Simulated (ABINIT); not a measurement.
Entries from a set of simulations; values are calculated unless marked as measured.

A GW chain in ABINIT: CaC2 (R-3m). Symmetry: R-3m, No. 166, trigonal system. The conventional cell has a = 3.889 Å, b = 3.889 Å, c = 11.862 Å, α = 90.00°, β = 90.00°, γ = 120.00°. Nearest to Ca lie 6 C at 2.62 Å. C has 1 C at 1.26 Å and 3 Ca at 2.62 Å nearest. Farther neighbours, and contacts between anions beyond the nearest, are not listed. The calculation used RPA screening on PBEsol, plane waves, norm-conserving pseudopotentials (and 2 further levels or steps) in ABINIT 10.8.3, with cutoff 37 Ha, PseudoDojo scalar-relativistic 0.4.1 standard, norm-conserving, ngkpt (4, 4, 4), nband 38, ecuteps 3.2 Ha, inclvkb 2, shiftk (0, 0, 0), symchi 1, awtr 1, frequency ppm, 4×4×4 k-mesh. The PBEsol gap is 2.59 eV, indirect. The G0W0 gap on the mesh is 4.56 eV. The GW settings are 4×4×4 mesh, 38 bands, screening to 87.1 eV, Godby-Needs plasmon pole and the known limits are short of the basis limit. It took 5 runs, 50 s in all on 8 MPI ranks of Arm Neoverse V1, shared host. G0W0 moves the gap on the mesh from 2.59 eV to 4.56 eV (+1.97 eV), with Z of 0.78 and 0.82 at the edges. Local fields lower the RPA ε∞ on this mesh from 4.69 to 3.79. The program's warnings: nkpt*nsppol () is not a multiple of nproc spkpt (). The cell and positions are those that the Materials Project relaxed with its own functionals (PBE, PBE+U or r2SCAN), kept fixed.

[Paths, hosts, dates, memory and timing lines, banners, echoed tables and standing remarks are left out of the program output; an Ansatz launch command may be rebuilt from the run's recorded settings. Measured values are a selection of at most five: reports struck by readers or far from the other reports are left out. None is set beside runs whose start may be inverted or whose files or cutoffs have a known fault.]

[Runs of the session that timed out or met a known fault of the program may be left out.]

[Hosts, paths, dates, database ids (printed as entryN), source tags and the programs' standing remarks are cut or masked in the printed files.]

[G0W0 gaps are taken among the corrected bands and points alone; a level outside them can change the order at an edge.]

[Where Ansatz stands beside ABINIT at settings called matched, ABINIT's density can come from a denser mesh and the files from another edition; pairs whose starting gaps differed by over 0.03 eV were left out, so agreement reads better than it is.]
